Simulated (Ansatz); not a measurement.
# Rb on Al(110): change of the work function, part 2 of 5

How does Rb on the longbridge site change the work function of Al(110) as the layer fills?

Ansatz 0.2.0; plane-wave DFT, RPBE, Ansatz PAW (the session's first sound run).

So far, work function, upper face (eV): step 2 (the clean slab) 3.92.

### 3. Adsorbate added, k-mesh 3×4×1, coverage 0.111 ML

System of this step: Rb/Al(110). The cell holds 46 atoms: 45 Al and 1 Rb. Cell: a = 12.150 Å, b = 8.591 Å, c = 26.636 Å, α = 90.0°, β = 90.0°, γ = 90.0°. Vacuum lies along c.

The clean slab as it ended is repeated in the plane and the adsorbate is set on one face; the cell's size fixes the coverage, and the k-mesh shrinks with it to keep the sampling density about even. Adsorbate and upper layers relax, since the dipole depends on the height.

input.yaml

```yaml
crystal:
  lattice:
    - [12.15, 0.0, 0.0]
    - [0.0, 8.5913473914, 0.0]
    - [0.0, 0.0, 26.6358321113]
  atoms:
    - { symbol: Al, position: [0.0, 0.0, 0.3378907016] }
    - { symbol: Al, position: [0.1666666667, 0.1666666667, 0.391648783] }
    - { symbol: Al, position: [0.0, 0.0, 0.4450937815] }
    - { symbol: Al, position: [0.1666666667, 0.1666666667, 0.5005660557] }
    - { symbol: Al, position: [0.0, 0.0, 0.5512490321] }
    - { symbol: Al, position: [0.0, 0.3333333333, 0.3378907016] }
    - { symbol: Al, position: [0.1666666667, 0.5, 0.391648783] }
    - { symbol: Al, position: [0.0, 0.3333333333, 0.4450937815] }
    - { symbol: Al, position: [0.1666666667, 0.5, 0.5005660557] }
    - { symbol: Al, position: [0.0, 0.3333333333, 0.5512490321] }
    - { symbol: Al, position: [0.0, 0.6666666667, 0.3378907016] }
    - { symbol: Al, position: [0.1666666667, 0.8333333333, 0.391648783] }
    - { symbol: Al, position: [0.0, 0.6666666667, 0.4450937815] }
    - { symbol: Al, position: [0.1666666667, 0.8333333333, 0.5005660557] }
    - { symbol: Al, position: [0.0, 0.6666666667, 0.5512490321] }
    - { symbol: Al, position: [0.3333333333, 0.0, 0.3378907016] }
    - { symbol: Al, position: [0.5, 0.1666666667, 0.391648783] }
    - { symbol: Al, position: [0.3333333333, 0.0, 0.4450937815] }
    - { symbol: Al, position: [0.5, 0.1666666667, 0.5005660557] }
    - { symbol: Al, position: [0.3333333333, 0.0, 0.5512490321] }
    - { symbol: Al, position: [0.3333333333, 0.3333333333, 0.3378907016] }
    - { symbol: Al, position: [0.5, 0.5, 0.391648783] }
    - { symbol: Al, position: [0.3333333333, 0.3333333333, 0.4450937815] }
    - { symbol: Al, position: [0.5, 0.5, 0.5005660557] }
    - { symbol: Al, position: [0.3333333333, 0.3333333333, 0.5512490321] }
    - { symbol: Al, position: [0.3333333333, 0.6666666667, 0.3378907016] }
    - { symbol: Al, position: [0.5, 0.8333333333, 0.391648783] }
    - { symbol: Al, position: [0.3333333333, 0.6666666667, 0.4450937815] }
    - { symbol: Al, position: [0.5, 0.8333333333, 0.5005660557] }
    - { symbol: Al, position: [0.3333333333, 0.6666666667, 0.5512490321] }
    - { symbol: Al, position: [0.6666666667, 0.0, 0.3378907016] }
    - { symbol: Al, position: [0.8333333333, 0.1666666667, 0.391648783] }
    - { symbol: Al, position: [0.6666666667, 0.0, 0.4450937815] }
    - { symbol: Al, position: [0.8333333333, 0.1666666667, 0.5005660557] }
    - { symbol: Al, position: [0.6666666667, 0.0, 0.5512490321] }
    - { symbol: Al, position: [0.6666666667, 0.3333333333, 0.3378907016] }
    - { symbol: Al, position: [0.8333333333, 0.5, 0.391648783] }
    - { symbol: Al, position: [0.6666666667, 0.3333333333, 0.4450937815] }
    - { symbol: Al, position: [0.8333333333, 0.5, 0.5005660557] }
    - { symbol: Al, position: [0.6666666667, 0.3333333333, 0.5512490321] }
    - { symbol: Al, position: [0.6666666667, 0.6666666667, 0.3378907016] }
    - { symbol: Al, position: [0.8333333333, 0.8333333333, 0.391648783] }
    - { symbol: Al, position: [0.6666666667, 0.6666666667, 0.4450937815] }
    - { symbol: Al, position: [0.8333333333, 0.8333333333, 0.5005660557] }
    - { symbol: Al, position: [0.6666666667, 0.6666666667, 0.5512490321] }
    - { symbol: Rb, position: [0.1666666667, 0.0, 0.6621092984] }
kpoints:
  mp_grid: { grid: [3, 4, 1] }
hamiltonian:
  xc: rpbe
scf:
  occupations: { method: fermi_dirac, width: 0.1 }
  convergence: { dr2_threshold: 1.0e-08 }
efield:
  axis: 3
  dipole_correction: true
  ramp_position: 0.97
  ramp_width: 0.06
relax:
  f_tol: 0.02
  max_steps: 60
  constraints:
    - { sites: [0, 1, 5, 6, 10, 11, 15, 16, 20, 21, 25, 26, 30, 31, 35, 36, 40, 41] }
output:
  bader: true
  write_potential: true
  write_density: true
  volumetric_format: npy
```

Run with:

```bash
$ ansatz run input.yaml --threads 4 --pin off --max-ram 6144MiB --backend cpu --events-out ev --progress --plain --runs-dir out
```

Numbers of over 12 decimals in the logs are rounded to 6 here.

The log of the run:

```text
[...]
Crystal: 46 atoms, lattice volume = 2780.378 Å³
Basis set: ecut = 420 eV, 54337 PW (Γ), exchange–correlation on 180×120×360 points (8 copies of the dense FFT grid, shifted against one another)
Bands: 118, of which v1, the nominal top of the filled ones, is band 72 counted from 1 (71 counted from 0)
Symmetry: 4 space group operations
[...]
k-points: 6 of 12
[...]
SCF iter   1: F=—  HF=-27583.593265 eV  |F-HF|=—  |Δ(HF+E_count)|=         —  Δρ=1.55e-3  dr2=4.20e-1  ethr=1.77e-3  p=1.069 e·Å  D=6.96e-2 V/Å  ΔV_dip=-1.85 eV  dr2_dipole=3.63e-2  V_vac-E_F(+/−)=2.01/3.87 eV  ⟨swp⟩=19.7  Hψ=6465  notcnv=0  defer=6
[...]
SCF iter   8: F=-27583.563326 eV  HF=-27583.563326 eV  |F-HF|=2.13e-8  |Δ(HF+E_count)|=   1.45e-7  Δρ=2.83e-7  dr2=6.81e-9  ethr=6.94e-12  p=1.021 e·Å  D=6.64e-2 V/Å  ΔV_dip=-1.77 eV  dr2_dipole=3.11e-10  V_vac-E_F(+/−)=2.12/3.89 eV  ⟨swp⟩=9.8  Hψ=5728  notcnv=0
SCF 1 converged in 8 iterations: F = -27583.563326 eV  dr2 = 6.81e-9
[...]
relax step   1: F+E_penalty+E_count = -27583.56332620 eV  Δ(F+E_penalty+E_count) = +0.000e0 eV  max|allowed force component| = 1.366e-1 eV/Å  Δτ_max = 0.0000 Å  (8 SCF iters, accepted)
[...]
SCF iter   8: F=-27583.602589 eV  HF=-27583.602589 eV  |F-HF|=8.55e-9  |Δ(HF+E_count)|=   1.10e-7  Δρ=3.93e-7  dr2=9.52e-9  ethr=6.94e-12  p=1.001 e·Å  D=6.52e-2 V/Å  ΔV_dip=-1.74 eV  dr2_dipole=1.17e-9  V_vac-E_F(+/−)=2.16/3.90 eV  ⟨swp⟩=11.3  Hψ=5285  notcnv=0
SCF 2 converged in 8 iterations: F = -27583.602589 eV  dr2 = 9.52e-9
relax step   2: F+E_penalty+E_count = -27583.60258936 eV  Δ(F+E_penalty+E_count) = -3.926e-2 eV  max|allowed force component| = 1.400e-1 eV/Å  Δτ_max = 0.1321 Å  (8 SCF iters, accepted)
SCF iter   1: F=—  HF=-27583.613682 eV  |F-HF|=—  |Δ(HF+E_count)|=         —  Δρ=2.56e-4  dr2=1.03e-2  ethr=1.28e-4  p=1.001 e·Å  D=6.52e-2 V/Å  ΔV_dip=-1.74 eV  dr2_dipole=1.97e-3  V_vac-E_F(+/−)=2.16/3.89 eV  ⟨swp⟩=5.3  Hψ=1772  notcnv=0  defer=9
[...]
SCF iter   7: F=-27583.614727 eV  HF=-27583.614727 eV  |F-HF|=2.01e-8  |Δ(HF+E_count)|=   1.40e-7  Δρ=3.84e-7  dr2=9.51e-9  ethr=6.94e-12  p=0.968 e·Å  D=6.30e-2 V/Å  ΔV_dip=-1.68 eV  dr2_dipole=6.74e-11  V_vac-E_F(+/−)=2.22/3.89 eV  ⟨swp⟩=11.2  Hψ=5223  notcnv=0
SCF 3 converged in 7 iterations: F = -27583.614727 eV  dr2 = 9.51e-9
relax step   3: F+E_penalty+E_count = -27583.61472699 eV  Δ(F+E_penalty+E_count) = -1.214e-2 eV  max|allowed force component| = 6.691e-2 eV/Å  Δτ_max = 0.0714 Å  (7 SCF iters, accepted)
[...]
relax step   4: F+E_penalty+E_count = -27583.61786251 eV  Δ(F+E_penalty+E_count) = -3.136e-3 eV  max|allowed force component| = 3.116e-2 eV/Å  Δτ_max = 0.0443 Å  (7 SCF iters, accepted)
SCF iter   1: F=—  HF=-27583.616894 eV  |F-HF|=—  |Δ(HF+E_count)|=         —  Δρ=8.23e-5  dr2=4.14e-4  ethr=8.76e-6  p=0.948 e·Å  D=6.17e-2 V/Å  ΔV_dip=-1.64 eV  dr2_dipole=1.15e-4  V_vac-E_F(+/−)=2.25/3.89 eV  ⟨swp⟩=3.0  Hψ=1592  notcnv=0  defer=13
[...]
SCF iter   6: F=-27583.618236 eV  HF=-27583.618236 eV  |F-HF|=7.39e-9  |Δ(HF+E_count)|=   3.96e-8  Δρ=2.71e-7  dr2=7.35e-9  ethr=6.94e-12  p=0.935 e·Å  D=6.08e-2 V/Å  ΔV_dip=-1.62 eV  dr2_dipole=5.83e-10  V_vac-E_F(+/−)=2.27/3.89 eV  ⟨swp⟩=9.3  Hψ=5457  notcnv=0
SCF 5 converged in 6 iterations: F = -27583.618236 eV  dr2 = 7.35e-9
relax step   5: F+E_penalty+E_count = -27583.61823611 eV  Δ(F+E_penalty+E_count) = -3.736e-4 eV  max|allowed force component| = 1.062e-2 eV/Å  Δτ_max = 0.0326 Å  (6 SCF iters, accepted)
NSCF: frozen V_eff on 6 k-points
[...]
SCF converged after 6 iterations
Free energy (F): -27583.618236 eV
[...]
Internal energy: -27582.963194 eV  (E = F + TS)
E sigma→0 (E₀):  -27583.290715 eV
Entropy (-TS):   -0.655042 eV (-14.240 meV/atom)
Fermi energy:    0.063476 eV
Dipole field:    D = 0.060844 V/Å  (p = 0.934888 e·Å, saw-weighted, corrected)
Work function:   Φ+ = 2.2729 eV   Φ− = 3.8935 eV
[...]
--- Forces (eV/Å), atoms counted from 1 ---
  atom   1  Al    -0.00194474     0.00000000     0.13205766
  atom   2  Al     0.00000000     0.01466304    -0.15363109
  atom   3  Al    -0.00011302     0.00000000    -0.00157115
  atom   4  Al     0.00000000    -0.00046469     0.00267017
  atom   5  Al    -0.00615700     0.00000000    -0.00582939
  atom   6  Al    -0.00267220     0.00077364     0.17237157
  atom   7  Al     0.00000000     0.00000000    -0.15553901
  atom   8  Al     0.00000745    -0.00005123    -0.00136046
  atom   9  Al     0.00000000     0.00000000     0.00056371
  atom  10  Al    -0.00055575    -0.00008151     0.00099064
  atom  11  Al    -0.00267220    -0.00077364     0.17237157
  atom  12  Al     0.00000000    -0.01466304    -0.15363109
  atom  13  Al     0.00000745     0.00005123    -0.00136046
  atom  14  Al     0.00000000     0.00046469     0.00267017
  atom  15  Al    -0.00055575     0.00008151     0.00099064
  atom  16  Al     0.00194474     0.00000000     0.13205766
  atom  17  Al    -0.01870589     0.01597580    -0.17843956
  atom  18  Al     0.00011302     0.00000000    -0.00157115
  atom  19  Al     0.00103105     0.00049894     0.00084430
  atom  20  Al     0.00615700     0.00000000    -0.00582939
  atom  21  Al     0.00267220     0.00077364     0.17237157
  atom  22  Al    -0.03935889     0.00000000    -0.15992241
  atom  23  Al    -0.00000745    -0.00005123    -0.00136046
  atom  24  Al     0.00077140     0.00000000     0.00076918
  atom  25  Al     0.00055575    -0.00008151     0.00099064
  atom  26  Al     0.00267220    -0.00077364     0.17237157
  atom  27  Al    -0.01870589    -0.01597580    -0.17843956
  atom  28  Al    -0.00000745     0.00005123    -0.00136046
  atom  29  Al     0.00103105    -0.00049894     0.00084430
  atom  30  Al     0.00055575     0.00008151     0.00099064
  atom  31  Al     0.00000000     0.00000000     0.18313431
  atom  32  Al     0.01870589     0.01597580    -0.17843956
  atom  33  Al     0.00000000     0.00000000    -0.00133248
  atom  34  Al    -0.00103105     0.00049894     0.00084430
  atom  35  Al     0.00000000     0.00000000     0.00113657
  atom  36  Al     0.00000000    -0.00112851     0.17699683
  atom  37  Al     0.03935889     0.00000000    -0.15992241
  atom  38  Al     0.00000000    -0.00046351    -0.00054569
  atom  39  Al    -0.00077140     0.00000000     0.00076918
  atom  40  Al     0.00000000     0.00037062     0.00090875
  atom  41  Al     0.00000000     0.00112851     0.17699683
  atom  42  Al     0.01870589    -0.01597580    -0.17843956
  atom  43  Al     0.00000000     0.00046351    -0.00054569
  atom  44  Al    -0.00103105    -0.00049894     0.00084430
  atom  45  Al     0.00000000    -0.00037062     0.00090875
  atom  46  Rb     0.00000000     0.00000000     0.01061542
  max |Σ_I F_I| component: 1.02e-5 eV/Å
--- Band table (eV; the first three rows and the last of 6) ---
  k-point 0: bands = [... 68 lower, -0.4194, -0.4140, -0.4004, -0.3986, 0.0789, 0.1051, 0.1056, 0.1123, ... 42 higher]
  k-point 1: bands = [... 68 lower, -0.2564, 0.1639, 0.1700, 0.2146, 0.2527, 0.3971, 0.3984, 0.4255, ... 42 higher]
  k-point 2: bands = [... 68 lower, -0.3832, -0.3277, -0.3261, -0.3117, -0.1428, -0.1289, 0.5447, 0.6854, ... 42 higher]
  k-point 5: bands = [... 68 lower, -0.3764, 0.1668, 0.4117, 0.4906, 0.5332, 0.5456, 0.6043, 0.6245, ... 42 higher]
--- Relaxed structure (5 steps of the walk, 5 accepted, 0 SCFs on fresh bases) ---
  F+E_penalty+E_count = -27583.61823611 eV   max|allowed force component| = 1.062e-2 eV/Å
  atoms:
    - { symbol: Al, position: [1.666665959832375e-11, 0.0, 0.3378907016] }
    - { symbol: Al, position: [0.166667, 0.1666666667, 0.391648783] }
    - { symbol: Al, position: [7.300512217097932e-5, 0.0, 0.443782] }
    - { symbol: Al, position: [0.166667, 0.165861, 0.499657] }
    - { symbol: Al, position: [-0.00645677, 0.0, 0.547408] }
    - { symbol: Al, position: [1.666665959832375e-11, 0.3333333333, 0.3378907016] }
    - { symbol: Al, position: [0.166667, 0.5, 0.391648783] }
    - { symbol: Al, position: [0.00038229, 0.333592, 0.444677] }
    - { symbol: Al, position: [0.166667, 0.5, 0.499509] }
    - { symbol: Al, position: [0.000695668, 0.333305, 0.550443] }
    - { symbol: Al, position: [1.666665959832375e-11, 0.6666666667, 0.3378907016] }
    - { symbol: Al, position: [0.166667, 0.8333333333, 0.391648783] }
    - { symbol: Al, position: [0.00038229, 0.666408, 0.444677] }
    - { symbol: Al, position: [0.166667, 0.834139, 0.499657] }
    - { symbol: Al, position: [0.000695668, 0.666695, 0.550443] }
    - { symbol: Al, position: [0.333333, 0.0, 0.3378907016] }
    - { symbol: Al, position: [0.500000, 0.1666666667, 0.391648783] }
    - { symbol: Al, position: [0.333260, 0.0, 0.443782] }
    - { symbol: Al, position: [0.500952, 0.168667, 0.498700] }
    - { symbol: Al, position: [0.339790, 0.0, 0.547408] }
    - { symbol: Al, position: [0.333333, 0.3333333333, 0.3378907016] }
    - { symbol: Al, position: [0.500000, 0.5, 0.391648783] }
    - { symbol: Al, position: [0.332951, 0.333592, 0.444677] }
    - { symbol: Al, position: [0.499134, 0.5, 0.499668] }
    - { symbol: Al, position: [0.332638, 0.333305, 0.550443] }
    - { symbol: Al, position: [0.333333, 0.6666666667, 0.3378907016] }
    - { symbol: Al, position: [0.500000, 0.8333333333, 0.391648783] }
    - { symbol: Al, position: [0.332951, 0.666408, 0.444677] }
    - { symbol: Al, position: [0.500952, 0.831333, 0.498700] }
    - { symbol: Al, position: [0.332638, 0.666695, 0.550443] }
    - { symbol: Al, position: [0.666667, 0.0, 0.3378907016] }
    - { symbol: Al, position: [0.833333, 0.1666666667, 0.391648783] }
    - { symbol: Al, position: [0.666667, 0.0, 0.444324] }
    - { symbol: Al, position: [0.832381, 0.168667, 0.498700] }
    - { symbol: Al, position: [0.666667, 0.0, 0.549286] }
    - { symbol: Al, position: [0.666667, 0.3333333333, 0.3378907016] }
    - { symbol: Al, position: [0.833333, 0.5, 0.391648783] }
    - { symbol: Al, position: [0.666667, 0.334526, 0.444320] }
    - { symbol: Al, position: [0.834199, 0.5, 0.499668] }
    - { symbol: Al, position: [0.666667, 0.333708, 0.549598] }
    - { symbol: Al, position: [0.666667, 0.6666666667, 0.3378907016] }
    - { symbol: Al, position: [0.833333, 0.8333333333, 0.391648783] }
    - { symbol: Al, position: [0.666667, 0.665474, 0.444320] }
    - { symbol: Al, position: [0.832381, 0.831333, 0.498700] }
    - { symbol: Al, position: [0.666667, 0.666292, 0.549598] }
    - { symbol: Rb, position: [0.166667, 0.0, 0.651585] }
--- Bader charges: 46 sites ---
  site symbol  charge [e]  shift [e]
     0     Al      0.0584     0.0002
     1     Al     -0.0272     0.0000
     2     Al     -0.0620     0.0005
     3     Al     -0.0046     0.0000
     4     Al     -0.1631     0.0004
     5     Al      0.0559     0.0001
     6     Al     -0.0299     0.0000
     7     Al     -0.0609     0.0002
     8     Al      0.0043     0.0000
     9     Al     -0.0445     0.0001
    10     Al      0.0559     0.0001
    11     Al     -0.0272     0.0000
    12     Al     -0.0609     0.0002
    13     Al     -0.0046     0.0000
    14     Al     -0.0445     0.0001
    15     Al      0.0584     0.0002
    16     Al     -0.0292     0.0000
    17     Al     -0.0620     0.0005
    18     Al      0.0115     0.0000
    19     Al     -0.1631     0.0004
    20     Al      0.0559     0.0001
    21     Al     -0.0309     0.0000
    22     Al     -0.0609     0.0002
    23     Al      0.0062     0.0000
    24     Al     -0.0445     0.0001
    25     Al      0.0559     0.0001
    26     Al     -0.0292     0.0000
    27     Al     -0.0609     0.0002
    28     Al      0.0116     0.0000
    29     Al     -0.0445     0.0001
    30     Al      0.0621     0.0001
    31     Al     -0.0292     0.0000
    32     Al     -0.0715     0.0003
    33     Al      0.0115     0.0000
    34     Al     -0.0006     0.0002
    35     Al      0.0600     0.0001
    36     Al     -0.0309     0.0000
    37     Al     -0.0669     0.0003
    38     Al      0.0062     0.0000
    39     Al      0.0001     0.0002
    40     Al      0.0600     0.0001
    41     Al     -0.0292     0.0000
    42     Al     -0.0669     0.0003
    43     Al      0.0116     0.0000
    44     Al      0.0001     0.0002
    45     Rb      0.7645     0.0000
  estimated error of the sums over rays = 4.8e-4 e
```

The job ended after 14 min (4 threads of Arm Neoverse N1, shared host; peak memory 5 GiB; 49 min of CPU time).

Relaxation path:

```tsv
step	energy less that of the first step (eV)	largest force component (eV/Å)
1	0.0000	0.1366
2	-0.0393	0.1400
3	-0.0514	0.0669
4	-0.0545	0.0312
5	-0.0549	0.0106
```

Forces are held to the 4 operations that the run works with; a distortion that breaks them can't arise in this run.

The atoms that moved most (Å):

```tsv
atom	dx	dy	dz	length
Rb46	0.000	0.000	-0.280	0.280
Al5	-0.078	0.000	-0.102	0.129
Al20	0.078	0.000	-0.102	0.129
Al44	-0.012	-0.017	-0.050	0.054
Al34	-0.012	0.017	-0.050	0.054
Al29	0.012	-0.017	-0.050	0.054
Al19	0.012	0.017	-0.050	0.054
Al35	0.000	0.000	-0.052	0.052
```

This step gave:

```
energy at zero smearing        : -27583.2907 eV
work function, upper face      : 2.273 eV
work function, lower face      : 3.894 eV
dipole along the normal        : 0.9349 e·Å
step between the vacuum levels : -1.621 eV
```

Running mean over 1.432 Å of the planar mean; the ramp of the sawtooth is left out. The electron's electrostatic potential energy less the Fermi level by z:

```tsv
z (Å)	electron's electrostatic potential energy less the Fermi level (eV)
4	3.89
5	3.89
6	3.86
7	3.49
8	0.607
9	-3.64
10	-4.66
11	-4.80
12	-4.66
13	-4.70
14	-4.92
15	-2.42
16	1.68
17	1.49
18	1.51
19	2.22
20	2.27
21	2.27
22	2.27
23	2.27
```

The relaxation took 5 steps and lowered the energy by 0.055 eV; the largest force on the free atoms ends at 0.011 eV/Å.

The covered face has 2.27 eV, -1.64 eV against the clean one; the bare back face has moved by -0.02 eV, a measure of how thin the slab is.

(Continued in part 3 of 5.)

[Logs are printed without paths, hosts, clocks, repeated set-up lines and the standing remarks that a program may print on its own settings, such as how far it seeks lower states.]

[Hosts, paths, dates, database ids (printed as entryN), source tags and the programs' standing remarks are cut or masked in the printed files.]

[Maps of the electrostatic potential energy from Ansatz leave out the sawtooth potential of an applied field or a dipole correction, so their vacuum need not be flat; planar profiles and work functions include it.]
